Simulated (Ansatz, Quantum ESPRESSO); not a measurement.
# Pt (Fm-3m): electron–phonon coupling with Quantum ESPRESSO, part 4 of 4

Each step names its level of theory.

So far, highest frequency, solved or plainly interpolated (cm⁻¹): step 4 (phonons and couplings with ph.x: Fermi–Dirac smearing of 0.1 eV) 158; step 5 (deformation potentials: PseudoDojo files, cutoff 1142.88 eV, Fermi–Dirac …, PBE PseudoDojo norm-conserving) 183. The relaxed cell has a = 3.971 Å (conventional setting).

## (7) Phonons and couplings with ph.x: Fermi–Dirac smearing of 0.1 eV (run 2)

Level of this step: DFT PBE, scalar-relativistic, plane waves, PseudoDojo norm-conserving pseudopotentials (Quantum ESPRESSO).

ph.x gives each mode's frequency and linewidth; λ of a mode follows from Gaussian double-delta sums over the k mesh, here at four widths.

ph.in reads:

```
phonons and couplings
 &inputph
    prefix='x',
    outdir='./tmp',
    tr2_ph=1.0d-15,
    fildyn='x.dyn',
    fildvscf='dvscf',
    ldisp=.true.,
    nq1=2,
    nq2=2,
    nq3=2,
    electron_phonon='simple',
    el_ph_ngauss=0,
    el_ph_sigma=0.00734986,
    el_ph_nsigma=4,
    alpha_mix(1)=0.5,
    amass(1)=195.084,
 /
```

Run with:

```bash
> OMP_NUM_THREADS=1 mpirun -n 4 ph.x -nk 4 -in ph.in > ph.x.log
```

Log:

```text
[banner, memory and clock lines left out]
Program PHONON v.7.5

     ./tmp/x.save/

     IMPORTANT: XC functional enforced from input :
     Exchange-correlation= PBE
                           (   1   4   3   4   0   0   0)
     Any further DFT definition will be discarded
     Please, verify this is what you really want

     G-vector sticks info

     Reading collected, re-writing distributed wavefunctions in ./tmp/

     Dynamical matrices for ( 2, 2, 2)  uniform grid of q-points
     (   3 q-points):
       N         xq(1)         xq(2)         xq(3)
       1   0.000000000   0.000000000   0.000000000
       2  -0.353553391  -0.353553391   0.353553391
       3  -0.707106781   0.000000000   0.000000000

     Number and degeneracy of irreps per q-point
       N         xq(1)         xq(2)         xq(3)   N irreps
       1   0.000000000   0.000000000   0.000000000       1
        3
       2  -0.353553391  -0.353553391   0.353553391       2
        1   2
       3  -0.707106781   0.000000000   0.000000000       2
        1   2

     Saving dvscf to file. Distribute only q points, not irreducible representations.

     Calculation of q =    0.0000000   0.0000000   0.0000000

     phonons and couplings

     bravais-lattice index     =            0
     lattice parameter (alat)  =       5.3060  a.u.
     unit-cell volume          =     105.6302 (a.u.)^3
     number of atoms/cell      =            1
     number of atomic types    =            1
     kinetic-energy cut-off    =      84.0000  Ry
     charge density cut-off    =     336.0000  Ry
     convergence threshold     =      1.0E-15
     beta                      =       0.5000
     number of iterations used =            4
     Exchange-correlation= PBE
                           (   1   4   3   4   0   0   0)

     celldm(1)=    5.30601  celldm(2)=    0.00000  celldm(3)=    0.00000
     celldm(4)=    0.00000  celldm(5)=    0.00000  celldm(6)=    0.00000

     crystal axes: (cart. coord. in units of alat)
               a(1) = (  0.0000  0.7071  0.7071 )
               a(2) = (  0.7071  0.0000  0.7071 )
               a(3) = (  0.7071  0.7071  0.0000 )

     reciprocal axes: (cart. coord. in units 2 pi/alat)
               b(1) = ( -0.7071  0.7071  0.7071 )
               b(2) = (  0.7071 -0.7071  0.7071 )
               b(3) = (  0.7071  0.7071 -0.7071 )

     Atoms inside the unit cell:

     Cartesian axes

     site n.  atom      mass           positions (alat units)
        1  Pt    195.0840   tau(    1) = (    0.00000    0.00000    0.00000  )

     Computing dynamical matrix for
                    q = (   0.0000000   0.0000000   0.0000000 )

     49 Sym.Ops. (with q -> -q+G )

     G cutoff =  239.6155  (  10969 G-vectors)     FFT grid: ( 32, 32, 32)

     number of k points=    47  Fermi-Dirac smearing, width (Ry)=  0.0073

     PseudoPot. # 1 for Pt read from file:
     ./pseudo/Pt.upf
     Pseudo is Norm-conserving + core correction, Zval = 18.0
     Using radial grid of 1374 points,  8 beta functions with:
                l(1) =   0
                l(2) =   0
                l(3) =   1
                l(4) =   1
                l(5) =   2
                l(6) =   2
                l(7) =   3
                l(8) =   3

     Mode symmetry, O_h (m-3m)  point group:

     Atomic displacements:
     There are    1 irreducible representations

     Representation     1      3 modes -  To be done

     Alpha used in Ewald sum =   2.8000

     Representation #   1 modes #   1   2   3

     Self-consistent Calculation

     Pert. #  1: Fermi energy shift (Ry) =    -7.0655E-25    -7.8366E-39
     Pert. #  2: Fermi energy shift (Ry) =     1.3648E-23     9.4040E-38
     Pert. #  3: Fermi energy shift (Ry) =    -7.6170E-24    -5.4856E-38

      thresh= 1.000E-02 alpha_mix =  0.500 |ddv_scf|^2 =  1.017E-05

     Pert. #  1: Fermi energy shift (Ry) =    -2.0249E-25     1.2245E-40
     Pert. #  2: Fermi energy shift (Ry) =    -1.7233E-26     7.3468E-40
     Pert. #  3: Fermi energy shift (Ry) =    -2.1110E-25     1.4694E-39

      thresh= 3.189E-04 alpha_mix =  0.500 |ddv_scf|^2 =  2.028E-07

     Pert. #  1: Fermi energy shift (Ry) =     4.3082E-26     4.2091E-41
     Pert. #  2: Fermi energy shift (Ry) =    -6.8932E-26    -1.5306E-40
     Pert. #  3: Fermi energy shift (Ry) =     1.2063E-25    -1.4158E-40

      thresh= 4.504E-05 alpha_mix =  0.500 |ddv_scf|^2 =  4.021E-09

     Pert. #  1: Fermi energy shift (Ry) =    -9.4781E-26    -1.9132E-41
     Pert. #  2: Fermi energy shift (Ry) =    -3.2743E-25    -7.6530E-41
     Pert. #  3: Fermi energy shift (Ry) =    -1.7233E-25    -1.2245E-40

      thresh= 6.341E-06 alpha_mix =  0.500 |ddv_scf|^2 =  4.990E-11

     Pert. #  1: Fermi energy shift (Ry) =    -2.5849E-26     2.3915E-42
     Pert. #  2: Fermi energy shift (Ry) =    -2.2403E-25    -5.7397E-42
     Pert. #  3: Fermi energy shift (Ry) =     6.0315E-26     1.3393E-41

      thresh= 7.064E-07 alpha_mix =  0.500 |ddv_scf|^2 =  6.512E-13

     Pert. #  1: Fermi energy shift (Ry) =     1.7233E-25     2.3915E-43
     Pert. #  2: Fermi energy shift (Ry) =     8.6165E-26    -9.5662E-43
     Pert. #  3: Fermi energy shift (Ry) =     6.0315E-26     4.7831E-43

      thresh= 8.070E-08 alpha_mix =  0.500 |ddv_scf|^2 =  5.846E-14

     Pert. #  1: Fermi energy shift (Ry) =     4.3082E-26     2.1524E-42
     Pert. #  2: Fermi energy shift (Ry) =    -1.8956E-25    -3.3482E-42
     Pert. #  3: Fermi energy shift (Ry) =    -1.4648E-25     3.3482E-42

      thresh= 2.418E-08 alpha_mix =  0.500 |ddv_scf|^2 =  3.149E-16

     End of self-consistent calculation

     Convergence has been achieved

     Number of q in the star =    1
     List of q in the star:
          1   0.000000000   0.000000000   0.000000000

     Diagonalizing the dynamical matrix

     q = (    0.000000000   0.000000000   0.000000000 )

 **************************************************************************
     freq (    1) =       0.102807 [THz] =       3.429258 [cm-1]
     freq (    2) =       0.102807 [THz] =       3.429258 [cm-1]
     freq (    3) =       0.102807 [THz] =       3.429258 [cm-1]
 **************************************************************************

     Mode symmetry, O_h (m-3m)  point group:

     freq (   1-   3) =          3.4  [cm-1]   --> T_1u G_15  G_4- I

     Gaussian Broadening:   0.007 Ry, ngauss=   0
     DOS =  9.178932 states/spin/Ry/Unit Cell at Ef= 22.447680 eV
     double delta at Ef =847.794342
     lambda(    1)=  0.0000   gamma=    0.00 GHz
     lambda(    2)=  0.0000   gamma=    0.00 GHz
     lambda(    3)=  0.0000   gamma=    0.00 GHz

     Gaussian Broadening:   0.015 Ry, ngauss=   0
[...]
DOS = 12.463101 states/spin/Ry/Unit Cell at Ef= 22.458167 eV
     double delta at Ef =293.649631
     lambda(    1)=  0.0688   gamma=    5.37 GHz
[...]
Gaussian Broadening:   0.022 Ry, ngauss=   0
     DOS = 12.414051 states/spin/Ry/Unit Cell at Ef= 22.462464 eV
     double delta at Ef =303.595778
[...]
Gaussian Broadening:   0.029 Ry, ngauss=   0
     DOS = 11.578913 states/spin/Ry/Unit Cell at Ef= 22.470323 eV
     double delta at Ef =276.051759
[...]
Calculation of q =   -0.7071068   0.0000000   0.0000000

     G-vector sticks info

     Title:
     phonons and couplings

     bravais-lattice index     =            0
     lattice parameter (alat)  =       5.3060  a.u.
     unit-cell volume          =     105.6302 (a.u.)^3
     number of atoms/cell      =            1
     number of atomic types    =            1
     number of electrons       =        18.00
     number of Kohn-Sham states=           16
     kinetic-energy cutoff     =      84.0000  Ry
     charge density cutoff     =     336.0000  Ry
     Exchange-correlation= PBE
                           (   1   4   3   4   0   0   0)

     celldm(1)=   5.306005  celldm(2)=   0.000000  celldm(3)=   0.000000
     celldm(4)=   0.000000  celldm(5)=   0.000000  celldm(6)=   0.000000

     crystal axes: (cart. coord. in units of alat)
               a(1) = (   0.000000   0.707107   0.707107 )
               a(2) = (   0.707107   0.000000   0.707107 )
               a(3) = (   0.707107   0.707107   0.000000 )

     reciprocal axes: (cart. coord. in units 2 pi/alat)
               b(1) = ( -0.707107  0.707107  0.707107 )
               b(2) = (  0.707107 -0.707107  0.707107 )
               b(3) = (  0.707107  0.707107 -0.707107 )

     PseudoPot. # 1 for Pt read from file:
     ./pseudo/Pt.upf
     Pseudo is Norm-conserving + core correction, Zval = 18.0
     Using radial grid of 1374 points,  8 beta functions with:
[...]
atomic species   valence    mass     pseudopotential
     Pt               18.00   195.08400     Pt( 1.00)

     48 Sym. Ops., with inversion, found

   Cartesian axes

     site n.     atom                  positions (alat units)
         1        Pt     tau(   1) = (   0.0000000   0.0000000   0.0000000  )

     number of k points=   204  Fermi-Dirac smearing, width (Ry)=  0.0073

     Number of k-points >= 100: set verbosity='high' to print them.

     Dense  grid:    10969 G-vectors     FFT dimensions: (  32,  32,  32)

     The potential is recalculated from file :
     ./tmp/_ph0/x.q_3/x.save/charge-density

     Starting wfcs are   10 atomic +    6 random wfcs

     Band Structure Calculation
     Davidson diagonalization with overlap

     ethr =  5.56E-11,  avg # of iterations = 15.9

     End of band structure calculation

     Number of k-points >= 100: set verbosity='high' to print the bands.

     the Fermi energy is    22.4603 ev

     Writing config to output data dir ./tmp/_ph0/x.q_3/x.save/ :
     XML data file

     phonons and couplings

     bravais-lattice index     =            0
     lattice parameter (alat)  =       5.3060  a.u.
     unit-cell volume          =     105.6302 (a.u.)^3
     number of atoms/cell      =            1
     number of atomic types    =            1
     kinetic-energy cut-off    =      84.0000  Ry
     charge density cut-off    =     336.0000  Ry
     convergence threshold     =      1.0E-15
     beta                      =       0.5000
     number of iterations used =            4
     Exchange-correlation= PBE
                           (   1   4   3   4   0   0   0)

     celldm(1)=    5.30601  celldm(2)=    0.00000  celldm(3)=    0.00000
     celldm(4)=    0.00000  celldm(5)=    0.00000  celldm(6)=    0.00000

     crystal axes: (cart. coord. in units of alat)
               a(1) = (  0.0000  0.7071  0.7071 )
               a(2) = (  0.7071  0.0000  0.7071 )
               a(3) = (  0.7071  0.7071  0.0000 )

     reciprocal axes: (cart. coord. in units 2 pi/alat)
               b(1) = ( -0.7071  0.7071  0.7071 )
               b(2) = (  0.7071 -0.7071  0.7071 )
               b(3) = (  0.7071  0.7071 -0.7071 )

     Atoms inside the unit cell:

     Cartesian axes

     site n.  atom      mass           positions (alat units)
        1  Pt    195.0840   tau(    1) = (    0.00000    0.00000    0.00000  )

     Computing dynamical matrix for
                    q = (  -0.7071068   0.0000000   0.0000000 )

     17 Sym.Ops. (with q -> -q+G )

     G cutoff =  239.6155  (  10969 G-vectors)     FFT grid: ( 32, 32, 32)

     number of k points=   204  Fermi-Dirac smearing, width (Ry)=  0.0073

     PseudoPot. # 1 for Pt read from file:
     ./pseudo/Pt.upf
     Pseudo is Norm-conserving + core correction, Zval = 18.0
     Using radial grid of 1374 points,  8 beta functions with:
                l(1) =   0
                l(2) =   0
                l(3) =   1
                l(4) =   1
                l(5) =   2
                l(6) =   2
                l(7) =   3
                l(8) =   3

     Mode symmetry, D_4h(4/mmm) point group:

     Atomic displacements:
     There are    2 irreducible representations

     Representation     1      1 modes -  To be done

     Representation     2      2 modes -  To be done

     Alpha used in Ewald sum =   2.8000

     Representation #   1 mode #   1

     Self-consistent Calculation

[...]
End of self-consistent calculation

     Convergence has been achieved

     Representation #   2 modes #   2   3

     Self-consistent Calculation

      thresh= 1.000E-02 alpha_mix =  0.500 |ddv_scf|^2 =  5.633E-05

      thresh= 7.506E-04 alpha_mix =  0.500 |ddv_scf|^2 =  8.656E-08

      thresh= 2.942E-05 alpha_mix =  0.500 |ddv_scf|^2 =  1.575E-08

      thresh= 1.255E-05 alpha_mix =  0.500 |ddv_scf|^2 =  1.204E-10

      thresh= 1.097E-06 alpha_mix =  0.500 |ddv_scf|^2 =  1.591E-12

      thresh= 1.261E-07 alpha_mix =  0.500 |ddv_scf|^2 =  6.232E-14

      thresh= 2.496E-08 alpha_mix =  0.500 |ddv_scf|^2 =  1.994E-15

      thresh= 4.465E-09 alpha_mix =  0.500 |ddv_scf|^2 =  6.303E-18

     End of self-consistent calculation

     Convergence has been achieved

     Number of q in the star =    3
     List of q in the star:
          1  -0.707106781  -0.000000000   0.000000000
          2   0.000000000  -0.000000000  -0.707106781
          3  -0.000000000  -0.707106781   0.000000000

     Diagonalizing the dynamical matrix

     q = (   -0.707106781   0.000000000   0.000000000 )

 **************************************************************************
     freq (    1) =       3.514378 [THz] =     117.227017 [cm-1]
     freq (    2) =       3.514378 [THz] =     117.227017 [cm-1]
     freq (    3) =       5.286351 [THz] =     176.333693 [cm-1]
 **************************************************************************

     Mode symmetry, D_4h(4/mmm) point group:

     freq (   1-   2) =        117.2  [cm-1]   --> E_u  X_5' M_5'
     freq (   3-   3) =        176.3  [cm-1]   --> A_2u X_4' M_4'

     Gaussian Broadening:   0.007 Ry, ngauss=   0
     DOS =  9.178915 states/spin/Ry/Unit Cell at Ef= 22.447685 eV
     double delta at Ef =486.538397
[...]
Gaussian Broadening:   0.015 Ry, ngauss=   0
     DOS = 12.463101 states/spin/Ry/Unit Cell at Ef= 22.458167 eV
     double delta at Ef =463.596481
[...]
lambda(    2)=  0.1756   gamma=   25.82 GHz
     lambda(    3)=  0.0722   gamma=   24.00 GHz

     Gaussian Broadening:   0.022 Ry, ngauss=   0
     DOS = 12.414051 states/spin/Ry/Unit Cell at Ef= 22.462464 eV
     double delta at Ef =375.409173
     lambda(    1)=  0.1734   gamma=   25.38 GHz
     lambda(    2)=  0.1734   gamma=   25.38 GHz
     lambda(    3)=  0.0675   gamma=   22.38 GHz

     Gaussian Broadening:   0.029 Ry, ngauss=   0
     DOS = 11.578913 states/spin/Ry/Unit Cell at Ef= 22.470323 eV
     double delta at Ef =298.354060
     lambda(    1)=  0.1554   gamma=   21.22 GHz
     lambda(    2)=  0.1554   gamma=   21.22 GHz
     lambda(    3)=  0.0631   gamma=   19.48 GHz
```

Run time: 1.7 min. Hardware: 4 MPI ranks of Intel Xeon 6975P-C (Granite Rapids), shared host; 6.8 min of CPU time.

This step gave:

```yaml
omega_log_against_width: 14.46, 14.11, 13.83, 13.62 meV, at widths 0.1 to 0.4 eV
```

As ph.x prints them, no sum rule imposed; at the zone centre the sum is no linewidth. Double-delta sums:

```csv
q1,q2,q3,star,mode,omega (meV),"lambda_q, sigma 0.1 eV","lambda_q, sigma 0.2 eV","lambda_q, sigma 0.3 eV","lambda_q, sigma 0.4 eV",half width at sigma 0.2 (meV)
0,0,0,1,1,0.4252,0,0,0,0,1.24e-4
0,0,0,1,2,0.4252,0,0,0,0,1.24e-4
0,0,0,1,3,0.4252,0,0,0,0,1.24e-4
0,0,0.5,4,1,10.59,0.0328,0.0688,0.0884,0.0986,0.02221
0,0,0.5,4,2,10.59,0.0328,0.0688,0.0884,0.0986,0.02221
0,0,0.5,4,3,22.7,0.0037,0.0169,0.0221,0.0237,0.0251
0,0.5,0.5,3,1,14.53,0.1039,0.1756,0.1734,0.1554,0.1068
0,0.5,0.5,3,2,14.53,0.1039,0.1756,0.1734,0.1554,0.1068
0,0.5,0.5,3,3,21.86,0.0577,0.0722,0.0675,0.0631,0.09926
```

Mean over the q mesh without its centre; few wavevectors enter, so none of the widths can be taken as converged. Table of coupling constant λ, lambda by Gaussian width:

```csv
Gaussian width (eV),"coupling constant λ, lambda"
0.100,0.153
0.200,0.270
0.300,0.291
0.400,0.286
```

λ runs from 0.153 at 0.1 eV to 0.286 at 0.4 eV.

## (8) Outcome

```yaml
phonon_run_of_the_rows_without_a_label_of_their_own: PBE, q 2×2×2, k 10×10×10
coupling_lambda_by_gaussian_sums_at_0p2_ev_quantum_espresso_gbrv_cutoff_612_ev_q_3x3x3_k_12x12x12: 0.297
coupling_lambda_by_gaussian_sums_at_0p2_ev_ansatz_pseudodojo_cutoff_1143_ev_q_2x2x2_k_10x10x10: 0.270
coupling_lambda_by_gaussian_sums_at_0p2_ev_quantum_espresso_pseudodojo_cutoff_1143_ev_q_2x2x2_k_10x10x10: 0.270
```

Under gradient-corrected functionals ph.x can misplace modes where the density is low; no frozen-phonon run checks these frequencies. With the same potentials, cutoff and meshes the two programs' mean λ differ by under 0.1 % over the four widths. In the last run that gave them, λ from the Gaussian sums still varies by a factor of 1.9 between widths of 0.1 and 0.4 eV; these sums hold few wavevectors and leave out the zone centre. Spin–orbit coupling, left out here, matters for Pt.

[Logs are printed without paths, hosts, clocks, repeated set-up lines and the standing remarks that a program may print on its own settings, such as how far it seeks lower states.]

[Hosts, paths, dates, database ids (printed as entryN), source tags and the programs' standing remarks are cut or masked in the printed files.]
